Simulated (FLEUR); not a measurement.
**GdSe: parallel and opposed starts**

Aim: find out whether GdSe carries moments, and which collinear order costs least.

Method: LDA (VWN) with U = 6.7 eV, J = 0.7 eV on Gd f; all-electron FLAPW, Dirac cores, scalar-relativistic bands, in FLEUR MaX-R8.1.

Report form: the programs' logs are mostly left out.

### 1. The starting structure

Symmetry: Fm-3m, No. 225, cubic system. Conventional cell: a = 5.771 Å, b = 5.771 Å, c = 5.771 Å, α = 90.00°, β = 90.00°, γ = 90.00°. Nearest to Gd lie 6 Se at 2.89 Å. Se has 6 Gd at 2.89 Å nearest. Farther neighbours and most contacts between anions are not listed.

Structure file:

```cif
data_structure
_symmetry_space_group_name_H-M 'Fm-3m'
_symmetry_Int_Tables_number 225
_cell_length_a 5.7710
_cell_length_b 5.7710
_cell_length_c 5.7710
_cell_angle_alpha 90.000
_cell_angle_beta 90.000
_cell_angle_gamma 90.000
_cell_volume 192.20
loop_
_atom_site_label
_atom_site_type_symbol
_atom_site_symmetry_multiplicity
_atom_site_Wyckoff_symbol
_atom_site_fract_x
_atom_site_fract_y
_atom_site_fract_z
_atom_site_occupancy
Gd1 Gd 4 a 0.00000 0.00000 0.00000 1
Se1 Se 4 b 0.50000 0.00000 0.00000 1
```

### 2. Order 1, typed as ferro +

The parallel start comes first: it shows whether parallel moments hold. A Hubbard U acts on the open shell, since semilocal functionals spread its electrons too much.

The file n_mmp_mat seeds the f occupations with whole cubic orbitals by Hund's first rule, so that the U acts from the first pass. inpgen writes inp.xml from crystal.txt; cutoffs, mixing, functional, smearing and local orbitals are then set in the file. The k list default-1 (kpts.xml, not shown) is a Γ-centred 6×6×6 mesh; where the ranks do not divide the number of points, some are split in two of half the weight.

The input, inp.xml:

```
<?xml version="1.0" encoding="UTF-8" standalone="no"?>
<fleurInput fleurInputVersion="0.39">
   <comment>
      GdSe
   </comment>
   <calculationSetup>
      <cutoffs Kmax="3.6" Gmax="10.8" GmaxXC="10.8" numbands="0"/>
      <scfLoop itmax="130" minDistance="0.0001" maxIterBroyd="15" imix="Anderson" alpha="0.05" precondParam="0.0" spinf="2.0" sdNocoIR="T"/>
      <coreElectrons ctail="T" frcor="F" kcrel="0" coretail_lmax="0"/>
      <xcFunctional name="vwn" relativisticCorrections="F"/>
      <magnetism jspins="2"/>
      <soc l_soc="F" theta="0.0" phi="0.0" spav="F"/>
      <expertModes spex="0" secvar="F"/>
      <geometryOptimization l_f="F" forcealpha="1.0" forcemix="BFGS" epsdisp="0.00001" epsforce="0.00001"/>
      <ldaU l_linMix="F" mixParam="0.05" spinf="1.0"/>
   </calculationSetup>
   <cell>
      <bzIntegration valenceElectrons="34.0" mode="hist" fermiSmearingEnergy="0.00183747">
         <kPointListSelection listName="default-1"/>
         <xi:include xmlns:xi="http://www.w3.org/2001/XInclude" href="kpts.xml"> </xi:include>
      </bzIntegration>
      <xi:include xmlns:xi="http://www.w3.org/2001/XInclude" href="sym.xml"> </xi:include>
      <bulkLattice scale="1.0">
         <bravaisMatrix>
            <row-1>    0.0000000000000000     5.4528047325332993     5.4528047325332993</row-1>
            <row-2>    5.4528047325332993     0.0000000000000000     5.4528047325332993</row-2>
            <row-3>    5.4528047325332993     5.4528047325332993     0.0000000000000000</row-3>
         </bravaisMatrix>
      </bulkLattice>
   </cell>
   <atomSpecies>
      <species name="Gadolinium7.000" element="Gd" atomicNumber="64">
         <mtSphere radius="2.66" gridPoints="879" logIncrement="0.015"/>
         <atomicCutoffs lmax="10" lnonsphr="8"/>
         <electronConfig flipSpins="F">
            <coreConfig>(1s1/2) (2s1/2) (2p1/2) (2p3/2) (3s1/2) (3p1/2) (3p3/2) (4s1/2) (3d3/2) (3d5/2) (4p1/2) (4p3/2) (4d3/2) (4d5/2)</coreConfig>
            <valenceConfig>(5s1/2) (5p1/2) (5p3/2) (6s1/2) (4f5/2) (4f7/2) (5d3/2) (5d5/2)</valenceConfig>
            <stateOccupation state="(4f5/2)" spinUp="2.5" spinDown="0.5"/>
            <stateOccupation state="(4f7/2)" spinUp="4.0" spinDown="0.0"/>
            <stateOccupation state="(5d3/2)" spinUp="0.4" spinDown="0.0"/>
            <stateOccupation state="(5d5/2)" spinUp="0.6" spinDown="0.0"/>
         </electronConfig>
         <energyParameters s="6" p="6" d="5" f="4"/>
         <ldaU l="3" U="6.7" J="0.7" l_amf="F"/>
         <lo type="SCLO" l="0" n="5" eDeriv="0"/>
         <lo type="SCLO" l="1" n="5" eDeriv="0"/>
      </species>
      <species name="Selenium (Se)" element="Se" atomicNumber="34">
         <mtSphere radius="2.66" gridPoints="879" logIncrement="0.014"/>
         <atomicCutoffs lmax="10" lnonsphr="8"/>
         <electronConfig flipSpins="F">
            <coreConfig>(1s1/2) (2s1/2) (2p1/2) (2p3/2) (3s1/2) (3p1/2) (3p3/2)</coreConfig>
            <valenceConfig>(4s1/2) (3d3/2) (3d5/2) (4p1/2) (4p3/2)</valenceConfig>
            <stateOccupation state="(4p1/2)" spinUp="0.666667" spinDown="0.666667"/>
            <stateOccupation state="(4p3/2)" spinUp="1.333333" spinDown="1.333333"/>
         </electronConfig>
         <energyParameters s="4" p="4" d="3" f="4"/>
      </species>
   </atomSpecies>
   <atomGroups>
      <atomGroup species="Gadolinium7.000">
         <relPos label="                   1">.0000000000 .0000000000 .0000000000</relPos>
         <force calculate="T" relaxXYZ="TTT"/>
      </atomGroup>
      <atomGroup species="Selenium (Se)">
         <relPos label="                   2">1.000/2.000 1.000/2.000 1.000/2.000</relPos>
         <force calculate="T" relaxXYZ="TTT"/>
      </atomGroup>
   </atomGroups>
   <output dos="F" band="F" slice="F">
      <bandDOS minEnergy="-.5*Htr" maxEnergy="0.5*Htr" sigma="0.015" storeEVData="T"/>
      <plotting iplot="0" polar="F">
         <plot TwoD="T" vec1="  1.0  0.0  0.0" vec2="  0.0  1.0  0.0" vec3="  0.0  0.0  1.0" zero="  0.0  0.0  0.0" file="plot"/>
      </plotting>
      <moessbauerParams electricFieldGradient="F" isomerShift="F" coreHyperfine="F" valenceHyperfine="F"/>
   </output>
</fleurInput>
```

The input, crystal.txt:

```
GdSe
&input film=F cartesian=F /
0.00000000000  2.88550000000  2.88550000000
2.88550000000  0.00000000000  2.88550000000
2.88550000000  2.88550000000  0.00000000000
1.8897261246
1.0 1.0 1.0

2
64 0.00000000000  0.00000000000  0.00000000000 : 7.000
34 0.50000000000  0.50000000000  0.50000000000

&kpt div1=6 div2=6 div3=6 gamma=T /
```

Launch:

```console
$ OMP_NUM_THREADS=1 inpgen -f crystal.txt > inpgen.log  # inp.xml is then edited as shown
$ OMP_NUM_THREADS=1 mpirun -n 4 fleur_MPI > fleur.log
```

The job ended after 14 s (4 MPI ranks of Arm Neoverse N1, shared host; peak memory 0.21 GiB).

Read from the output:

```
free energy                                                       : -372801.9952 eV
program's band gap on this mesh (in a metal only a level spacing) : 0.03058 eV
magnetization                                                     : 7.115 μB
final state                                                       : ferromagnetic
largest moment                                                    : 7.069 μB
```

After 17 cycles the largest moment stands at 7.07 μB.

### 3. Run 2 (antiferro q=(0,0,1/2) +-)

Reversing part of the moments tests the sign of the couplings between them.

The cell is doubled to 4 atoms to hold this order. The mesh is halved along the doubled vector, so that both cells sample the same points. The k list default-1 (kpts.xml, not shown) is a Γ-centred 6×6×3 mesh.

Changes to inp.xml since step 2:

```diff
@@ -17,3 +17,3 @@
    <cell>
-      <bzIntegration valenceElectrons="34.0" mode="hist" fermiSmearingEnergy="0.00183747">
+      <bzIntegration valenceElectrons="68.0" mode="hist" fermiSmearingEnergy="0.00183747">
          <kPointListSelection listName="default-1"/>
@@ -26,3 +26,3 @@
             <row-2>    5.4528047325332993     0.0000000000000000     5.4528047325332993</row-2>
-            <row-3>    5.4528047325332993     5.4528047325332993     0.0000000000000000</row-3>
+            <row-3>   10.9056094650665987    10.9056094650665987     0.0000000000000000</row-3>
          </bravaisMatrix>
@@ -41,2 +41,18 @@
             <stateOccupation state="(5d5/2)" spinUp="0.6" spinDown="0.0"/>
+         </electronConfig>
+         <energyParameters s="6" p="6" d="5" f="4"/>
+         <ldaU l="3" U="6.7" J="0.7" l_amf="F"/>
+         <lo type="SCLO" l="0" n="5" eDeriv="0"/>
+         <lo type="SCLO" l="1" n="5" eDeriv="0"/>
+      </species>
+      <species name="Gadolinium-7.000" element="Gd" atomicNumber="64">
+         <mtSphere radius="2.66" gridPoints="879" logIncrement="0.015"/>
+         <atomicCutoffs lmax="10" lnonsphr="8"/>
+         <electronConfig flipSpins="F">
+            <coreConfig>(1s1/2) (2s1/2) (2p1/2) (2p3/2) (3s1/2) (3p1/2) (3p3/2) (4s1/2) (3d3/2) (3d5/2) (4p1/2) (4p3/2) (4d3/2) (4d5/2)</coreConfig>
+            <valenceConfig>(5s1/2) (5p1/2) (5p3/2) (6s1/2) (4f5/2) (4f7/2) (5d3/2) (5d5/2)</valenceConfig>
+            <stateOccupation state="(4f5/2)" spinUp="0.5" spinDown="2.5"/>
+            <stateOccupation state="(4f7/2)" spinUp="0.0" spinDown="4.0"/>
+            <stateOccupation state="(5d3/2)" spinUp="0.0" spinDown="0.4"/>
+            <stateOccupation state="(5d5/2)" spinUp="0.0" spinDown="0.6"/>
          </electronConfig>
@@ -64,4 +80,9 @@
       </atomGroup>
+      <atomGroup species="Gadolinium-7.000">
+         <relPos label="                   2">.0000000000 .0000000000 1.000/2.000</relPos>
+         <force calculate="T" relaxXYZ="TTT"/>
+      </atomGroup>
       <atomGroup species="Selenium (Se)">
-         <relPos label="                   2">1.000/2.000 1.000/2.000 1.000/2.000</relPos>
+         <relPos label="                   3">1.000/2.000 1.000/2.000 1.000/4.000</relPos>
+         <relPos label="                   4">1.000/2.000 1.000/2.000 -1.000/4.000</relPos>
          <force calculate="T" relaxXYZ="TTT"/>
```

The input, crystal.txt:

```
GdSe
&input film=F cartesian=F /
0.00000000000  2.88550000000  2.88550000000
2.88550000000  0.00000000000  2.88550000000
5.77100000000  5.77100000000  0.00000000000
1.8897261246
1.0 1.0 1.0

4
64 0.00000000000  0.00000000000  0.00000000000 : 7.000
64 0.00000000000  0.00000000000  0.50000000000 : -7.000
34 0.50000000000  0.50000000000  0.25000000000
34 0.50000000000  0.50000000000  0.75000000000

&kpt div1=6 div2=6 div3=3 gamma=T /
```

The job ended after 12 min (4 MPI ranks; peak memory 0.46 GiB; 14 min of CPU time).

Spin moment in the muffin-tin sphere by atom:

| atom | spin moment in the muffin-tin sphere (μB) |
| --- | --- |
| Gd1 | 7.19 |
| Gd2 | -7.19 |
| Se3 | 0.00 |
| Se4 | 0.00 |

Read from the output:

```
free energy                                                       : -745604.0713 eV
program's band gap on this mesh (in a metal only a level spacing) : 9.56e-8 eV
magnetization                                                     : 0 μB
final state                                                       : antiferromagnetic
```

It lies 40.5 meV a seeded atom under the first start, and its largest moment is 7.19 μB against 7.07 μB.

### 4. Run 3 (antiferro q=(0,1/2,1/2) +-)

An opposed order shows whether neighbours prefer unlike signs.

The cell is doubled to 4 atoms to hold this order. The mesh is halved along the doubled vector, so that both cells sample the same points. The k list default-1 (kpts.xml, not shown) is a Γ-centred 6×3×6 mesh.

Changes to inp.xml since step 3:

```diff
@@ -25,4 +25,4 @@
             <row-1>    0.0000000000000000     5.4528047325332993     5.4528047325332993</row-1>
-            <row-2>    5.4528047325332993     0.0000000000000000     5.4528047325332993</row-2>
-            <row-3>   10.9056094650665987    10.9056094650665987     0.0000000000000000</row-3>
+            <row-2>   10.9056094650665987     0.0000000000000000    10.9056094650665987</row-2>
+            <row-3>   10.9056094650665987     5.4528047325332993     5.4528047325332993</row-3>
          </bravaisMatrix>
@@ -81,3 +81,3 @@
       <atomGroup species="Gadolinium-7.000">
-         <relPos label="                   2">.0000000000 .0000000000 1.000/2.000</relPos>
+         <relPos label="                   2">.0000000000 1.000/2.000 .0000000000</relPos>
          <force calculate="T" relaxXYZ="TTT"/>
@@ -85,4 +85,7 @@
       <atomGroup species="Selenium (Se)">
-         <relPos label="                   3">1.000/2.000 1.000/2.000 1.000/4.000</relPos>
-         <relPos label="                   4">1.000/2.000 1.000/2.000 -1.000/4.000</relPos>
+         <relPos label="                   3">1.000/2.000 .0000000000 1.000/2.000</relPos>
+         <force calculate="T" relaxXYZ="TTT"/>
+      </atomGroup>
+      <atomGroup species="Selenium (Se)">
+         <relPos label="                   4">1.000/2.000 1.000/2.000 1.000/2.000</relPos>
          <force calculate="T" relaxXYZ="TTT"/>
```

The input, crystal.txt:

```
GdSe
&input film=F cartesian=F /
0.00000000000  2.88550000000  2.88550000000
5.77100000000  0.00000000000  5.77100000000
5.77100000000  2.88550000000  2.88550000000
1.8897261246
1.0 1.0 1.0

4
64 0.00000000000  0.00000000000  0.00000000000 : 7.000
64 0.00000000000  0.50000000000  0.00000000000 : -7.000
34 0.50000000000  0.00000000000  0.50000000000
34 0.50000000000  0.50000000000  0.50000000000

&kpt div1=6 div2=3 div3=6 gamma=T /
```

It took 6 min on 4 MPI ranks; peak memory 0.46 GiB; 13 min of CPU time.

Spin moment in the muffin-tin sphere by atom:

| atom | spin moment in the muffin-tin sphere (μB) |
| --- | --- |
| Gd1 | 7.12 |
| Gd2 | -7.12 |
| Se3 | 0.01 |
| Se4 | -0.01 |

This step gave:

* free energy: -745604.0221 eV
* program's band gap on this mesh (in a metal only a level spacing): 0 eV
* magnetization: 0 μB
* final state: antiferromagnetic

It lies 15.9 meV a seeded atom under the first start, and its largest moment is 7.12 μB against 7.07 μB.

### 5. Energies of the orders

Free energies are divided by the number of seeded atoms, so that cells of unlike size compare. Wavevectors q in the names are fractions of the primitive cell's reciprocal vectors.

Orders:

| start | final state | typed order kept | energy over the lowest (meV a seeded atom) | largest sphere moment (μB) | net moment (μB a primitive cell) | mesh matched | CPU time (s) |
| --- | --- | --- | --- | --- | --- | --- | --- |
| ferro + | ferromagnetic | yes | 40.49 | 7.069 | 7.115 | yes | 57.27 |
| antiferro q=(0,0,1/2) +- | antiferromagnetic | yes | 0 | 7.19 | 0 | yes | 815.7 |
| antiferro q=(0,1/2,1/2) +- | antiferromagnetic | yes | 24.64 | 7.124 | 0 | yes | 775.1 |

### 6. Spin–orbit coupling, moments along [001]

Spin–orbit coupling ties the spins to the lattice and lets orbital moments form.

A new self-consistent run of the start antiferro q=(0,0,1/2) +-, with the moments along z. Here n_mmp_mat seeds f states of whole m by Hund's three rules. The k list default-1 (kpts.xml, not shown) is a Γ-centred 6×6×3 mesh.

Changes to inp.xml since step 2:

```diff
@@ -6,3 +6,3 @@
    <calculationSetup>
-      <cutoffs Kmax="3.6" Gmax="10.8" GmaxXC="10.8" numbands="0"/>
+      <cutoffs Kmax="3.6" Gmax="10.8" GmaxXC="10.8" numbands="148"/>
       <scfLoop itmax="130" minDistance="0.0001" maxIterBroyd="15" imix="Anderson" alpha="0.05" precondParam="0.0" spinf="2.0" sdNocoIR="T"/>
@@ -11,3 +11,3 @@
       <magnetism jspins="2"/>
-      <soc l_soc="F" theta="0.0" phi="0.0" spav="F"/>
+      <soc l_soc="T" theta="0.0" phi="0.0" spav="F"/>
       <expertModes spex="0" secvar="F"/>
@@ -17,3 +17,3 @@
    <cell>
-      <bzIntegration valenceElectrons="34.0" mode="hist" fermiSmearingEnergy="0.00183747">
+      <bzIntegration valenceElectrons="68.0" mode="hist" fermiSmearingEnergy="0.00183747">
          <kPointListSelection listName="default-1"/>
@@ -26,3 +26,3 @@
             <row-2>    5.4528047325332993     0.0000000000000000     5.4528047325332993</row-2>
-            <row-3>    5.4528047325332993     5.4528047325332993     0.0000000000000000</row-3>
+            <row-3>   10.9056094650665987    10.9056094650665987     0.0000000000000000</row-3>
          </bravaisMatrix>
@@ -41,2 +41,18 @@
             <stateOccupation state="(5d5/2)" spinUp="0.6" spinDown="0.0"/>
+         </electronConfig>
+         <energyParameters s="6" p="6" d="5" f="4"/>
+         <ldaU l="3" U="6.7" J="0.7" l_amf="F"/>
+         <lo type="SCLO" l="0" n="5" eDeriv="0"/>
+         <lo type="SCLO" l="1" n="5" eDeriv="0"/>
+      </species>
+      <species name="Gadolinium-7.000" element="Gd" atomicNumber="64">
+         <mtSphere radius="2.66" gridPoints="879" logIncrement="0.015"/>
+         <atomicCutoffs lmax="10" lnonsphr="8"/>
+         <electronConfig flipSpins="F">
+            <coreConfig>(1s1/2) (2s1/2) (2p1/2) (2p3/2) (3s1/2) (3p1/2) (3p3/2) (4s1/2) (3d3/2) (3d5/2) (4p1/2) (4p3/2) (4d3/2) (4d5/2)</coreConfig>
+            <valenceConfig>(5s1/2) (5p1/2) (5p3/2) (6s1/2) (4f5/2) (4f7/2) (5d3/2) (5d5/2)</valenceConfig>
+            <stateOccupation state="(4f5/2)" spinUp="0.5" spinDown="2.5"/>
+            <stateOccupation state="(4f7/2)" spinUp="0.0" spinDown="4.0"/>
+            <stateOccupation state="(5d3/2)" spinUp="0.0" spinDown="0.4"/>
+            <stateOccupation state="(5d5/2)" spinUp="0.0" spinDown="0.6"/>
          </electronConfig>
@@ -64,4 +80,9 @@
       </atomGroup>
+      <atomGroup species="Gadolinium-7.000">
+         <relPos label="                   2">.0000000000 .0000000000 1.000/2.000</relPos>
+         <force calculate="T" relaxXYZ="TTT"/>
+      </atomGroup>
       <atomGroup species="Selenium (Se)">
-         <relPos label="                   2">1.000/2.000 1.000/2.000 1.000/2.000</relPos>
+         <relPos label="                   3">1.000/2.000 1.000/2.000 1.000/4.000</relPos>
+         <relPos label="                   4">1.000/2.000 1.000/2.000 -1.000/4.000</relPos>
          <force calculate="T" relaxXYZ="TTT"/>
```

The input, crystal.txt:

```
GdSe
&input film=F cartesian=F /
0.00000000000  2.88550000000  2.88550000000
2.88550000000  0.00000000000  2.88550000000
5.77100000000  5.77100000000  0.00000000000
1.8897261246
1.0 1.0 1.0

4
64 0.00000000000  0.00000000000  0.00000000000 : 7.000
64 0.00000000000  0.00000000000  0.50000000000 : -7.000
34 0.50000000000  0.50000000000  0.25000000000
34 0.50000000000  0.50000000000  0.75000000000

&soc 0.0000000 0.0000000 /
&kpt div1=6 div2=6 div3=3 gamma=T /
```

The job ended after 30 min (4 MPI ranks; peak memory 0.91 GiB).

Spin moment in the muffin-tin sphere by atom:

| atom | spin moment in the muffin-tin sphere (μB) |
| --- | --- |
| Gd1 | 7.18 |
| Gd2 | -7.18 |
| Se3 | 0.00 |
| Se4 | 0.00 |

This step gave:

```
free energy                                                       : -745604.8559 eV
program's band gap on this mesh (in a metal only a level spacing) : 0.008901 eV
magnetization                                                     : 0 μB
final state                                                       : antiferromagnetic
orbital moment along the spin                                     : -0.01335 μB
```

Orbital moment in the sphere, along the spin axis by atom:

| atom | orbital moment in the sphere, along the spin axis (μB) |
| --- | --- |
| Gd1 | -0.0134 |
| Gd2 | 0.0134 |
| Se3 | 0.0000 |
| Se4 | 0.0000 |

### 7. Outcome

```yaml
lowest_state_found: antiferromagnetic (typed antiferro q=(0,0,1/2) +-)
largest_site_spin_moment: 7.19 μB
next_finished_state: antiferromagnetic, 24.6 meV a seeded atom higher
orbital_moment_on_the_atom_of_largest_spin_along_its_spin_spin_orbit_run: -0.0134 μB
spin_plus_orbital_moment: Gd 7.17 μB
```

In words: The lowest state found is antiferromagnetic, reached from the start antiferro q=(0,0,1/2) +-, with moments up to 7.19 μB. The next finished state costs 25 meV a seeded atom. The shell is near half filling, where Hund's rules give no orbital moment. Only 3 starts were tried; other patterns of signs, canted and longer-period orders were not. The f shell is half filled, so the spin-only picture is fair.

[Logs and program files are shortened in this print: banners, set-up blocks, solver, clock and traceback lines can be left out without a mark of their own.]

[Logs are printed without paths, hosts, clocks, repeated set-up lines and the standing remarks that a program may print on its own settings, such as how far it seeks lower states.]

[Hosts, paths, dates, database ids (printed as entryN), source tags and the programs' standing remarks are cut or masked in the printed files.]

[Where a cell is said to come from a database of computed structures, the database is the Materials Project.]
